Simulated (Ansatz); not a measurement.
In doubt: masses and optical values from hybrid runs of this build are listed as unsure (in some of the runs), which bears on the screening that GW takes from such a start.

Two G0W0 runs on SrHgGeSe4 (Ama2).

```
Sr Ge Hg Se
1.0
    10.83750    0.00000    0.00000
     0.00000    5.37280    3.31885
     0.00000   -5.37280    3.31885
Sr Ge Hg Se
2 2 2 8
Direct
  0.00000 0.25604 0.25604
  0.50000 0.25604 0.25604
  0.25000 0.95679 0.51958
  0.75000 0.51958 0.95679
  0.25000 0.52807 0.85562
  0.75000 0.85562 0.52807
  0.07305 0.18281 0.72378
  0.92695 0.72378 0.18281
  0.42695 0.18281 0.72378
  0.57305 0.72378 0.18281
  0.25000 0.97288 0.14420
  0.75000 0.14420 0.97288
  0.25000 0.55014 0.41789
  0.75000 0.41789 0.55014
```

Geometry: measured cell, ions relaxed with PBE. The runs that relaxed it are not among those shown. Spin-orbit coupling is left out unless a run names it.

The first (Ansatz 0.2.0; start HSE06, 2×2×2 mesh, 407 empty bands, screening to 60 eV, PAW set soft_1 files; 1 × NVIDIA H100 80GB HBM3 (shared by 6 runs) with 2 threads of AMD EPYC 7R13 (Zen 3), shared host) gave, on its mesh: starting gap 1.92 eV, G0W0 gap 2.29 eV, RPA ε∞ (mean) 5.98, 1.8 min.

The second gave: starting gap 1.12 eV, G0W0 gap 1.89 eV, RPA ε∞ (mean) 8.27, 31 s.

Question: What was changed in the input? Choose among start, files, mesh, bands and cutoff, frequency model or another key.

Changed: start from HSE06 to PBE and frequency model from contour deformation to plasmon pole. A jump of this size in the start, with ε∞ moving the other way, marks another functional. Other changes could give like numbers; this is the one that was made.

Limits: not at the basis limit; no spin-orbit coupling; coarse k mesh.

[Paths, hosts, dates, memory and timing lines, banners, echoed tables and standing remarks are left out of the program output.]

[Logs are printed without paths, hosts, clocks, repeated set-up lines and the standing remarks that a program may print on its own settings, such as how far it seeks lower states.]

[Runs of the session that timed out or met a known fault of the program may be left out.]

[Cells called generated may have been cut or substituted from an entry of the Crystallography Open Database or the Materials Project.]

[Hosts, paths, dates, database ids (printed as entryN), source tags and the programs' standing remarks are cut or masked in the printed files.]
